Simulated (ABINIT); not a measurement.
# LaAlS3 (Pm-3m): zone-centre phonons, part 2 of 5

Which modes does LaAlS3 (Pm-3m) have at the zone centre?

ABINIT 10.8.3; DFT PBE, scalar-relativistic, plane waves, SPMS norm-conserving pseudopotentials.

So far. Step 4 (Relaxation): The volume changes by -0.1 % in this run and stands +4.1 % from the first cell. The relaxed cell has a = 4.679 Å (conventional setting).

The structure was built from a prototype and need not be the compound's stable phase.

### Step 6. Zone-centre response

At q = 0 one unit cell holds all displacements. The response is solved for single atoms along the cell's directions, and symmetry skips those that follow from others. The crystal is treated as a metal, which screens a static field, so no field response is asked.

Contents of dfpt_gamma.abi:

```

# common to the responses
getwfk_filepath "gso_WFK"
kptopt 2
nqpt 1
qpt 0.0 0.0 0.0
asr 0
chneut 0

# displacements
rfphon 1
rfatpol 1 5
rfdir 1 1 1
tolvrs 1.0d-10
prtwf 0

# basis, mesh and filling
ecut 30.0
ngkpt 6 6 6
nshiftk 1
shiftk 0.0 0.0 0.0
istwfk *1
occopt 7
tsmear 0.01
nband 24
nstep 100
diemac 1000000.0
prtebands 0
prtgsr 0
useylm 1

# cell and atoms
acell 8.841866717 8.841866717 8.841866717
rprim 
    1.0 0.0 0.0
    0.0 1.0 0.0
    0.0 0.0 1.0
ntypat 3
znucl 57 13 16
natom 5
typat 1 2 3 3 3
xred 
    0.0 0.0 0.0
    0.5 0.5 0.5
    0.5 0.5 0.0
    0.5 0.0 0.5
    0.0 0.5 0.5
pp_dirpath "./pseudo"
pseudos "La.psp8, Al.psp8, S.psp8"
```

Command:

```console
$ OMP_NUM_THREADS=1 mpirun -n 4 abinit dfpt_gamma.abi > dfpt_gamma.log
```

Numbers of over 12 decimals in the logs are rounded to 6 here.

dfpt_gamma.abo, the main output file:

```text
[banners, grids, parts of the stress and lines that vanish by symmetry left out]
- input  file    -> dfpt_gamma.abi
- output file    -> dfpt_gamma.abo
- root for input  files -> dfpt_gammai
- root for output files -> dfpt_gammao

 Symmetries : space group Pm -3 m (#221); Bravais cP (primitive cubic)
================================================================================
 Values of the parameters that define the memory need of the present run (RF).
     intxc =       0      iscf =       7    lmnmax =      32     lnmax =       8
     mgfft =      45  mpssoang =       4    mqgrid =    3001     natom =       5
  nloc_mem =       1    nspden =       1   nspinor =       1    nsppol =       1
      nsym =      48    n1xccc =    2501    ntypat =       3    occopt =       7
   xclevel =       2
-    mband =          24        mffmem =           1         mkmem =          28
-   mkqmem =          28        mk1mem =          28           mpw =        5520
      nfft =       91125          nkpt =         112
- my_mband =          24
================================================================================
================================================================================

--------------------------------------------------------------------------------
------------- Echo of variables that govern the present computation ------------
--------------------------------------------------------------------------------
-
- outvars: echo of selected default values
-   iomode0 =  0 , fftalg0 =312 , wfoptalg0 =  0
-
- outvars: echo of global parameters not present in the input file
-  max_nthreads =    1
-
 -outvars: echo values of preprocessed input variables
 [... echo left out ...]
================================================================================

 chkinp: Checking input parameters for consistency.

[...]
== DATASET  1 ==================================================================
-   mpi_nproc: 4, omp_nthreads: 1 (-1 if OMP is not activated)

--- !DatasetInfo
iteration_state: {dtset: 1, }
dimensions: {natom: 5, nkpt: 112, mband: 24, nsppol: 1, nspinor: 1, nspden: 1, mpw: 5520, }
cutoff_energies: {ecut:  30.0, pawecutdg:  -1.0, }
electrons: {nelect:   3.20000000E+01, charge:   0.00000000E+00, occopt:   7.00000000E+00, tsmear:   1.00000000E-02, }
meta: {optdriver: 1, rfphon: 1, }
...

 mkfilename: getwfk from: gso_WFK

 Exchange-correlation functional for the present dataset will be:
  GGA: Perdew-Burke-Ernzerhof functional - ixc=11
 Citation for XC functional:
  J.P.Perdew, K.Burke, M.Ernzerhof, PRL 77, 3865 (1996)

 Real(R)+Recip(G) space primitive vectors, cartesian coordinates (Bohr,Bohr^-1):
 R(1)=  8.8418667  0.0000000  0.0000000  G(1)=  0.1130983  0.0000000  0.0000000
 R(2)=  0.0000000  8.8418667  0.0000000  G(2)=  0.0000000  0.1130983  0.0000000
 R(3)=  0.0000000  0.0000000  8.8418667  G(3)=  0.0000000  0.0000000  0.1130983
 Unit cell volume ucvol=  6.9124482E+02 bohr^3
 Angles (23,13,12)=  9.00000000E+01  9.00000000E+01  9.00000000E+01 degrees
 setup1 : take into account q-point for computing boxcut.

 getcut: wavevector=  0.0000  0.0000  0.0000  ngfft=  45  45  45
         ecut(hartree)=     30.000   => boxcut(ratio)=   2.01829

--- Pseudopotential description ------------------------------------------------
- pspini: atom type   1  psp file is ./pseudo/La.psp8

- pspini: atom type   2  psp file is ./pseudo/Al.psp8

- pspini: atom type   3  psp file is ./pseudo/S.psp8

   3.14447612E+03                                ecore*ucvol(ha*bohr**3)
--------------------------------------------------------------------------------

 ==>  initialize data related to q vector <==

 The list of irreducible perturbations for this q vector is:
    1)    idir= 1    ipert=   1
    2)    idir= 1    ipert=   2
    3)    idir= 1    ipert=   3
    4)    idir= 3    ipert=   3

[...]
The perturbation idir=   2  ipert=   1 is
 symmetric of a previously calculated perturbation.
 So, its SCF calculation is not needed.

 The perturbation idir=   3  ipert=   1 is
 symmetric of a previously calculated perturbation.
 So, its SCF calculation is not needed.

 The perturbation idir=   2  ipert=   2 is
 symmetric of a previously calculated perturbation.
 So, its SCF calculation is not needed.

 The perturbation idir=   3  ipert=   2 is
 symmetric of a previously calculated perturbation.
 So, its SCF calculation is not needed.

[...]
The perturbation idir=   2  ipert=   5 is
 symmetric of a previously calculated perturbation.
 So, its SCF calculation is not needed.

 The perturbation idir=   3  ipert=   5 is
 symmetric of a previously calculated perturbation.
 So, its SCF calculation is not needed.

--------------------------------------------------------------------------------
 Perturbation wavevector (in red.coord.)   0.000000  0.000000  0.000000
 Perturbation : displacement of atom   1   along direction   1
 Found     8 symmetries that leave the perturbation invariant.

[...]
dfpt_looppert : total number of electrons, from k and k+q
  fully or partially occupied states are    3.200000E+01 and    3.200000E+01.
 Initialisation of the first-order wave-functions :
  ireadwf=   0

--- !BeginCycle
iteration_state: {dtset: 1, }
solver: {iscf: 7, nstep: 100, nline: 4, wfoptalg: 0, }
tolerances: {tolvrs: 1.00E-10, }
...

     iter   2DEtotal(Ha)        deltaE(Ha) residm    vres2
-ETOT  1   1.384325     -1.089E+03 1.793E+01 5.995E+03
 ETOT  2 -0.794078     -2.178E+00 7.824E-01 5.232E+01
 ETOT  3 -0.824869     -3.079E-02 3.303E-01 4.704E+01
 ETOT  4 -0.836576     -1.171E-02 3.450E-01 6.852E-01
 ETOT  5 -0.837016     -4.405E-04 1.202E-01 1.128E-02
[...]
At SCF step   32       vres2   =  3.43E-12 < tolvrs=  1.00E-10 =>converged.
[...]
Mean square residual over all n,k,spin=   54.877E-05; max=  48.056E-02

 Thirteen components of 2nd-order total energy (hartree) are
 1,2,3: 0th-order hamiltonian combined with 1st-order wavefunctions
     kin0=   1.02090568E+03 eigvalue=   1.45757002E+02  local=  -4.42593435E+02
 4,5,6: 1st-order hamiltonian combined with 1st and 0th-order wfs
 loc psp =  -9.70189285E+02  Hartree=   3.91305502E+02     xc=  -8.73770486E+01
 note that "loc psp" includes a xc core correction that could be resolved
 7,8,9: eventually, occupation + non-local contributions
    edocc=   3.19785777E+01     enl0=   3.15559070E+01   enl1=  -1.21287509E+03
 1-9 gives the relaxation energy (to be shifted if some occ is /=2.0)
   erelax=  -1.09153219E+03
 10,11,12 Non-relaxation  contributions : frozen-wavefunctions and Ewald
 fr.local=   3.50786806E+02 fr.nonlo=   6.15977630E+02  Ewald=   1.09435096E+02
 13,14 Frozen wf xc core corrections (1) and (2)
 frxc 1  =  -1.17693925E+02  frxc 2 =   1.32189482E+02
 Resulting in :
 2DEtotal=   -0.8370996748E+00 Ha. Also 2DEtotal=   -0.227786425765E+02 eV
    (2DErelax=   -1.0915321886E+03 Ha. 2DEnonrelax=    1.0906950890E+03 Ha)
    (  non-var. 2DEtotal :   -8.3709929152E-01 Ha)

[...]
Perturbation wavevector (in red.coord.)   0.000000  0.000000  0.000000
 Perturbation : displacement of atom   2   along direction   1
 Found     8 symmetries that leave the perturbation invariant.

[...]
dfpt_looppert : total number of electrons, from k and k+q
  fully or partially occupied states are    3.200000E+01 and    3.200000E+01.
 Initialisation of the first-order wave-functions :
  ireadwf=   0

--- !BeginCycle
iteration_state: {dtset: 1, }
solver: {iscf: 7, nstep: 100, nline: 4, wfoptalg: 0, }
tolerances: {tolvrs: 1.00E-10, }
...

     iter   2DEtotal(Ha)        deltaE(Ha) residm    vres2
-ETOT  1   7.052726     -5.057E+01 2.839E-01 6.259E+03
[...]
At SCF step   31       vres2   =  1.24E-11 < tolvrs=  1.00E-10 =>converged.
[...]
Mean square residual over all n,k,spin=   19.072E-06; max=  16.719E-03

 Thirteen components of 2nd-order total energy (hartree) are
 1,2,3: 0th-order hamiltonian combined with 1st-order wavefunctions
     kin0=   5.00357427E+01 eigvalue=  -1.04138587E+00  local=  -2.00221612E+01
 4,5,6: 1st-order hamiltonian combined with 1st and 0th-order wfs
 loc psp =  -4.48807457E+01  Hartree=   1.36222669E+01     xc=  -3.41268766E+00
 note that "loc psp" includes a xc core correction that could be resolved
 7,8,9: eventually, occupation + non-local contributions
    edocc=   3.79136467E-01     enl0=   1.30237075E+01   enl1=  -6.02884926E+01
 1-9 gives the relaxation energy (to be shifted if some occ is /=2.0)
   erelax=  -5.25846194E+01
 10,11,12 Non-relaxation  contributions : frozen-wavefunctions and Ewald
 fr.local=  -2.36012118E+01 fr.nonlo=   4.22783819E+01  Ewald=   4.12158156E+01
 13,14 Frozen wf xc core corrections (1) and (2)
 frxc 1  =  -7.70016997E+00  frxc 2 =   5.43379806E+00
 Resulting in :
 2DEtotal=    0.5041994413E+01 Ha. Also 2DEtotal=    0.137199657423E+03 eV
    (2DErelax=   -5.2584619362E+01 Ha. 2DEnonrelax=    5.7626613775E+01 Ha)
    (  non-var. 2DEtotal :    5.0419946368E+00 Ha)

[...]
Perturbation wavevector (in red.coord.)   0.000000  0.000000  0.000000
 Perturbation : displacement of atom   3   along direction   1
 Found     4 symmetries that leave the perturbation invariant.

[...]
dfpt_looppert : total number of electrons, from k and k+q
  fully or partially occupied states are    3.200000E+01 and    3.200000E+01.
 Initialisation of the first-order wave-functions :
  ireadwf=   0

--- !BeginCycle
iteration_state: {dtset: 1, }
solver: {iscf: 7, nstep: 100, nline: 4, wfoptalg: 0, }
tolerances: {tolvrs: 1.00E-10, }
...

     iter   2DEtotal(Ha)        deltaE(Ha) residm    vres2
-ETOT  1   1.623266     -5.116E+02 1.654E+00 4.780E+03
[...]
At SCF step   29       vres2   =  4.30E-11 < tolvrs=  1.00E-10 =>converged.
[...]
Mean square residual over all n,k,spin=   12.905E-05; max=  17.954E-02

 Thirteen components of 2nd-order total energy (hartree) are
 1,2,3: 0th-order hamiltonian combined with 1st-order wavefunctions
     kin0=   5.32566894E+02 eigvalue=  -2.16443661E+01  local=  -3.87956481E+02
 4,5,6: 1st-order hamiltonian combined with 1st and 0th-order wfs
 loc psp =  -3.64342918E+02  Hartree=   1.64053339E+02     xc=  -4.75878161E+01
 note that "loc psp" includes a xc core correction that could be resolved
 7,8,9: eventually, occupation + non-local contributions
    edocc=   5.95766877E+00     enl0=   2.68064003E+02   enl1=  -6.62563562E+02
 1-9 gives the relaxation energy (to be shifted if some occ is /=2.0)
   erelax=  -5.13453239E+02
 10,11,12 Non-relaxation  contributions : frozen-wavefunctions and Ewald
 fr.local=   1.34861020E+02 fr.nonlo=   3.35381534E+02  Ewald=   5.79887586E+01
 13,14 Frozen wf xc core corrections (1) and (2)
 frxc 1  =  -6.79279466E+01  frxc 2 =   5.28963500E+01
 Resulting in :
 2DEtotal=   -0.2535233099E+00 Ha. Also 2DEtotal=   -0.689872070787E+01 eV
    (2DErelax=   -5.1345323888E+02 Ha. 2DEnonrelax=    5.1319971557E+02 Ha)
    (  non-var. 2DEtotal :   -2.5352442118E-01 Ha)

[...]
Perturbation wavevector (in red.coord.)   0.000000  0.000000  0.000000
 Perturbation : displacement of atom   3   along direction   3
 Found     8 symmetries that leave the perturbation invariant.

--------------------------------------------------------------------------------

--------------------------------------------------------------------------------

 dfpt_looppert : total number of electrons, from k and k+q
  fully or partially occupied states are    3.200000E+01 and    3.200000E+01.
 Initialisation of the first-order wave-functions :
  ireadwf=   0

--- !BeginCycle
iteration_state: {dtset: 1, }
solver: {iscf: 7, nstep: 100, nline: 4, wfoptalg: 0, }
tolerances: {tolvrs: 1.00E-10, }
...

     iter   2DEtotal(Ha)        deltaE(Ha) residm    vres2
-ETOT  1   14.214314803441     -5.198E+02 1.727E+00 1.252E+04
[...]
ETOT 27   9.707569     -1.766E-10 3.788E-02 4.337E-09
 ETOT 28   9.707569     -8.959E-11 6.715E-02 1.584E-11

 At SCF step   28       vres2   =  1.58E-11 < tolvrs=  1.00E-10 =>converged.
[...]
Mean square residual over all n,k,spin=   76.796E-06; max=  67.149E-03

 Thirteen components of 2nd-order total energy (hartree) are
 1,2,3: 0th-order hamiltonian combined with 1st-order wavefunctions
     kin0=   5.34995468E+02 eigvalue=  -1.79681406E+01  local=  -4.13860143E+02
 4,5,6: 1st-order hamiltonian combined with 1st and 0th-order wfs
 loc psp =  -3.79867741E+02  Hartree=   1.75986218E+02     xc=  -4.68902319E+01
 note that "loc psp" includes a xc core correction that could be resolved
 7,8,9: eventually, occupation + non-local contributions
    edocc=   8.57255577E+00     enl0=   2.83488763E+02   enl1=  -6.68781239E+02
 1-9 gives the relaxation energy (to be shifted if some occ is /=2.0)
   erelax=  -5.24324491E+02
 10,11,12 Non-relaxation  contributions : frozen-wavefunctions and Ewald
 fr.local=   9.69690039E+01 fr.nonlo=   3.46792371E+02  Ewald=   1.05735146E+02
 13,14 Frozen wf xc core corrections (1) and (2)
 frxc 1  =  -6.77234396E+01  frxc 2 =   5.22589793E+01
 Resulting in :
 2DEtotal=    0.9707569163E+01 Ha. Also 2DEtotal=    0.264156414003E+03 eV
    (2DErelax=   -5.2432449138E+02 Ha. 2DEnonrelax=    5.3403206055E+02 Ha)
    (  non-var. 2DEtotal :    9.7075702766E+00 Ha)

[...]
---- first-order wavefunction calculations are completed ----

 ==> Compute Derivative Database <==

 [... matrices left out ...]
  Phonon wavevector (reduced coordinates) :  0.00000  0.00000  0.00000
 Phonon energies in Hartree :
  -4.063073E-04 -4.063073E-04 -4.063073E-04 -3.876730E-04 -3.876730E-04
  -3.876730E-04 -1.696813E-05 -1.696813E-05 -1.696813E-05  4.926111E-04
   4.926111E-04  4.926111E-04  1.831753E-03  1.831753E-03  1.831753E-03
 Phonon frequencies in cm-1    :
- -8.917415E+01 -8.917415E+01 -8.917415E+01 -8.508439E+01 -8.508439E+01
- -8.508439E+01 -3.724074E+00 -3.724074E+00 -3.724074E+00  1.081156E+02
-  1.081156E+02  1.081156E+02  4.020233E+02  4.020233E+02  4.020233E+02

== END DATASET(S) ==============================================================
================================================================================

 -outvars: echo values of variables after computation
            acell      8.8418667170E+00  8.8418667170E+00  8.8418667170E+00 Bohr
           etotal      9.7075691630E+00
            fcart      0.0000000000E+00  0.0000000000E+00  0.0000000000E+00
           strten      0.0000000000E+00  0.0000000000E+00  0.0000000000E+00
================================================================================
```

Run time: 16 min. Hardware: 4 MPI ranks of Intel Xeon at 2.70GHz, shared host; 63 min of CPU time.

This step gave:

| Item | Value |
| --- | --- |
| largest acoustic frequency at the zone centre before the sum rule | -3.72 cm⁻¹ |
| highest optical zone-centre mode (no LO-TO term) | 402.0 cm⁻¹ |
| lowest optical zone-centre mode | -89.17 cm⁻¹ |

The acoustic modes at Γ come out as far as 3.7 cm⁻¹ from zero, where they should vanish, a small numerical error. The lowest optical mode is imaginary, 89i cm⁻¹, an instability at this level and on this k mesh.

(Continued in part 3 of 5.)

[Host names and launcher messages were left out of these logs when they were recorded.]

[Logs are printed without paths, hosts, clocks, repeated set-up lines and the standing remarks that a program may print on its own settings, such as how far it seeks lower states.]

[Hosts, paths, dates, database ids (printed as entryN), source tags and the programs' standing remarks are cut or masked in the printed files.]
